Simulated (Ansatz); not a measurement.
# What NaVS3 (model cell, started as cubic perovskite with V in the octahedra) distorts into, part 3 of 3

Aim: this structure of NaVS3 (model cell, started as cubic perovskite with V in the octahedra) is to be tested for unstable modes, and one is followed downhill.

Ansatz 0.2.0; DFT PBEsol, scalar-relativistic, plane waves, PAW; PAW set soft_1.

So far. Step 5 (Energy along the mode, all amplitudes (two of the runs …): The lowest of the steps tried is at 0.08 Å, 1.48 meV/atom below the parent; the bottom of the well need not coincide with a step. Step 7 (The new phase in its own primitive cell): The largest force component left is 0.66 meV/Å and the pressure is 0.003 GPa, within the tolerances set. The cell now holds 19.15 Å³/atom. The relaxed cell has a = 6.475, c = 9.137 Å (conventional setting).

The structure was built from a prototype and need not be the compound's stable phase.

### 8. Modes of the new phase

A relaxed structure may still be a saddle point, so its zone-centre modes are computed. No field response is asked, since the mesh shows no gap.

Contents of input.yaml:

```yaml
crystal:
  lattice:
    - [-3.2372795499, 3.2372795499, 4.5684239706]
    - [3.2372795499, -3.2372795499, 4.5684239706]
    - [3.2372795499, 3.2372795499, -4.5684239706]
  atoms:
    - { symbol: Na, position: [0.75, 0.75, 0.0] }
    - { symbol: Na, position: [0.25, 0.25, 0.0] }
    - { symbol: V, position: [0.0, 0.5, 0.5] }
    - { symbol: V, position: [0.5, 0.0, 0.5] }
    - { symbol: S, position: [0.2566972587, 0.7566972587, 0.0133945174] }
    - { symbol: S, position: [0.7433027413, 0.2433027413, 0.9866054826] }
    - { symbol: S, position: [0.7566972587, 0.7433027413, 0.5] }
    - { symbol: S, position: [0.2433027413, 0.2566972587, 0.5] }
    - { symbol: S, position: [0.75, 0.25, 0.5] }
    - { symbol: S, position: [0.25, 0.75, 0.5] }
kpoints:
  mp_grid: { grid: [8, 8, 8] }
hamiltonian:
  xc: pbesol
  pseudopotentials: { kind: paw, azcp: { folder: soft_1 }, xc_functional: pbe }
scf:
  occupations: { method: methfessel_paxton, width: 0.2 }
output:
  eigenvalues: true
phonons:
  method: dfpt
```

On the command line:

```
$ ansatz run input.yaml --threads 8 --pin off --max-ram 16384MiB --backend cpu --events-out ev --progress --plain --runs-dir out
```

Numbers of over 12 decimals in the logs are rounded to 6 here.

Log:

```text
[...]
Crystal: 10 atoms, lattice volume = 191.508 Å³
Basis set: ecut = 420 eV, 3719 PW (Γ), exchange–correlation on 96×96×96 points (8 copies of the dense FFT grid, shifted against one another)
Bands: 50, of which v1, the nominal top of the filled ones, is band 40 counted from 1 (39 counted from 0)
Symmetry: 16 space group operations
k-points: 260 of 512 (irreducible under 1 space group operation, time reversal used)
[...]
SCF iter   1: F=—  HF=-14040.996725 eV  |F-HF|=—  |Δ(HF+E_count)|=         —  Δρ=9.47e-2  dr2=2.80e1  ethr=3.10e-3  ⟨swp⟩=8.1  Hψ=54124  notcnv=0
[...]
SCF iter  13: F=-14038.328605 eV  HF=-14038.328605 eV  |F-HF|=5.46e-12  |Δ(HF+E_count)|=  5.46e-11  S|Δr|=    0.00e0  Δρ=4.47e-8  dr2=3.55e-12  ethr=1.00e-12  ⟨swp⟩=6.6  Hψ=63281  notcnv=0
[...]
SCF 1 converged in 13 iterations: F = -14038.328605 eV  dr2 = 3.55e-12
[...]
DFPT response loops at Γ: preconditioner auto → Kerker (q_TF=auto, 2.359 Å⁻¹) (partly filled bands, converged f_vac=0.001); β = 1.00, the filter's whole step (`scf.mixing.beta` (0.50) is not read by the response loops under this deck's `scf.mixing.preconditioner`; to damp them name `kerker` or `kerker_dos`, under which they read `scf.mixing.beta`, and type it under 1.00, their step now; both keys bind the ground state too); Broyden in place of MSR1
SCF converged after 13 iterations
[...]
Free energy (F): -14038.328605 eV
[...]
Internal energy: -14038.357232 eV  (E = F + TS)
E sigma→0 (E₀):  -14038.335762 eV
Entropy (-TS):   0.028627 eV (2.863 meV/atom)
Fermi energy:    6.759607 eV
[...]
--- Band table (eV; the first three rows and the last of 260) ---
  k-point 0: bands = [... 36 lower, 5.7028, 6.4191, 6.4191, 6.4276, 7.1689, 7.1928, 7.2114, 7.2114, ... 6 higher]
  k-point 1: bands = [... 36 lower, 6.0008, 6.0083, 6.6126, 6.6764, 6.9600, 7.0219, 7.1942, 7.2056, ... 6 higher]
  k-point 2: bands = [... 36 lower, 6.0362, 6.0387, 6.1540, 6.1730, 7.1918, 7.2082, 7.2823, 7.2908, ... 6 higher]
  k-point 259: bands = [... 36 lower, 4.8957, 5.6890, 6.1297, 6.1297, 7.1959, 7.2014, 7.6646, 7.8575, ... 6 higher]
--- Phonons (Γ-DFPT): 8 representative perturbations + reference, on 260 of 512 k-points (Σ response iterations 27) ---
  k mesh reduced under 1 symmetry operation, with k and −k counted as one. Each operation leaves every solved perturbation unchanged. A smaller set is not used because it would not reduce the number of displacements times k-points to solve
  ASR residual: 7.378e-5 → 0.000e0 eV/Å²; symmetrization residual: 9.784e-6 eV/Å²
  ASR residual per site (eV/Å²): 7.38e-5 7.38e-5 3.22e-5 3.22e-5 2.62e-5 2.62e-5 2.62e-5 2.62e-5 2.85e-5 2.85e-5
  Γ frequencies (cm⁻¹): -94.83 -83.81 -83.81 -79.55 -75.74 -75.74 0.00 0.00 0.00 68.25 68.25 69.46 69.46 69.62 70.71 78.74 96.36 99.56 99.56 187.61 187.61 192.80 226.03 227.76 229.27 229.27 348.38 361.02 361.02 456.15
  non-analytic LO–TO correction: not included (Born effective charges unavailable; polar crystals: no LO–TO splitting at Γ)
```

Elapsed: 5.4 min, on 8 threads of Arm Neoverse V2, shared host; peak memory 7.1 GiB.

Numbers from this step:

```
sum-rule residual before enforcement                    : 7.38e-5 eV/Å²
point group                                             : 4/mmm
highest optical mode at the zone centre (no LO-TO term) : 456.1 cm⁻¹
lowest optical zone-centre mode                         : -94.83 cm⁻¹
```

Patterns of degenerate modes are one choice out of their space. The modes at Γ (shares of kinetic energy by element, %) (negative means imaginary):

| mode | frequency (cm⁻¹) | symmetry | Na % | V % | S % |
| --- | --- | --- | --- | --- | --- |
| 1 | -94.8 | A2u | 1 | 62 | 37 |
| 2 | -83.8 | Eg | 0 | 0 | 100 |
| 3 | -83.8 | Eg | 0 | 0 | 100 |
| 4 | -79.5 | B1g | 0 | 0 | 100 |
| 5 | -75.7 | Eu | 2 | 64 | 34 |
| 6 | -75.7 | Eu | 2 | 64 | 34 |
| 7 | 0.0 | acoustic | 14 | 30 | 57 |
| 8 | 0.0 | acoustic | 14 | 30 | 57 |
| 9 | 0.0 | acoustic | 14 | 30 | 57 |
| 10 | 68.2 | Eg | 99 | 0 | 1 |
| 11 | 68.2 | Eg | 99 | 0 | 1 |
| 12 | 69.5 | Eu | 84 | 1 | 15 |
| 13 | 69.5 | Eu | 84 | 1 | 15 |
| 14 | 69.6 | A2g | 99 | 0 | 1 |
| 15 | 70.7 | A2u | 85 | 1 | 14 |
| 16 | 78.7 | B2g | 0 | 0 | 100 |
| 17 | 96.4 | B1u | 0 | 1 | 99 |
| 18 | 99.6 | Eu | 0 | 1 | 99 |
| 19 | 99.6 | Eu | 0 | 1 | 99 |
| 20 | 187.6 | Eu | 0 | 89 | 11 |
| 21 | 187.6 | Eu | 0 | 89 | 11 |
| 22 | 192.8 | B1u | 0 | 99 | 1 |
| 23 | 226.0 | A2g | 1 | 0 | 99 |
| 24 | 227.8 | A1g | 0 | 0 | 100 |
| 25 | 229.3 | Eg | 1 | 0 | 99 |
| 26 | 229.3 | Eg | 1 | 0 | 99 |
| 27 | 348.4 | A2u | 0 | 7 | 93 |
| 28 | 361.0 | Eu | 0 | 15 | 85 |
| 29 | 361.0 | Eu | 0 | 15 | 85 |
| 30 | 456.1 | B2g | 0 | 0 | 100 |

Displacements in mode 1 (-94.8 cm⁻¹), the largest set to 1:
```
Na1  0.00  0.00 -0.23
Na2  0.00  0.00 -0.23
V3   0.00  0.00  1.00
V4   0.00  0.00  1.00
S5   0.00  0.00 -0.68
S6   0.00  0.00 -0.68
S7   0.00  0.00 -0.68
S8   0.00  0.00 -0.68
S9   0.00  0.00 -0.06
S10  0.00  0.00 -0.06
```

Displacements in mode 14 (69.6 cm⁻¹), the largest set to 1:
```
Na1  0.00  0.00 -1.00
Na2  0.00  0.00  1.00
V3   0.00  0.00  0.00
V4   0.00  0.00  0.00
S5   0.04 -0.04  0.00
S6  -0.04  0.04  0.00
S7   0.04  0.04  0.00
S8  -0.04 -0.04  0.00
S9   0.00  0.00  0.00
S10  0.00  0.00  0.00
```

Before it was imposed, the acoustic sum rule was missed by 7.4e-5 eV/Å². Small misses are needed for a sound result but don't prove that mesh and cutoff are converged. The lowest optical mode is imaginary, 94.8i cm⁻¹, so the energy falls along it.

### 9. Outcome

| Item | Value |
| --- | --- |
| unstable mode of the parent | q = (-0.5, -0.5, -0.5), 216i cm⁻¹ |
| depth at the lowest point sampled | 1.48 meV/atom |
| largest atomic shift at that point | 0.08 Å |
| space group reached (within 0.01 Å) | I4/mcm |
| energy gained over the parent (first relaxation, on the mesh of the frozen mode) | 1.86 meV/atom |
| volume per atom, phase reached | 19.2 Å³ |
| lowest optical zone-centre mode, phase reached | -94.8 cm⁻¹ |
| highest optical mode at the zone centre (no LO-TO term), phase reached | 456 cm⁻¹ |

What this shows: Along this mode the structure falls into I4/mcm, 1.86 meV/atom below the parent. At the parent's cell the well is 1.482 meV/atom deep on the steps tried, with its lowest point at a shift of 0.08 Å. Relaxing atoms and cell changes the gain by +0.38 meV/atom against the lowest step (energies at zero smearing). The new phase still has an imaginary mode at the zone centre of its cell, so it is a saddle point on the way to a lower structure. Of the 4 patterns followed to their end from this parent, this one ends 36.8 meV/atom above the lowest, Pmma. Another end point lies within 1 meV/atom; how such a difference moves with mesh and cutoff was not tested. Each path keeps the symmetry of its pattern, so a lower phase may lie along a pattern not tried. With no gap, or one that is small against the smearing, the frequencies hang on the k mesh and the smearing, most of all near Kohn anomalies. The phonon runs are without spin polarisation, although V often carries a moment. The PAW files were made for PBE and serve the other functionals too. The starting cell was built on a prototype and not taken from a measurement, so the phase need not exist.

[Logs are printed without paths, hosts, clocks, repeated set-up lines and the standing remarks that a program may print on its own settings, such as how far it seeks lower states.]

[Hosts, paths, dates, database ids (printed as entryN), source tags and the programs' standing remarks are cut or masked in the printed files.]
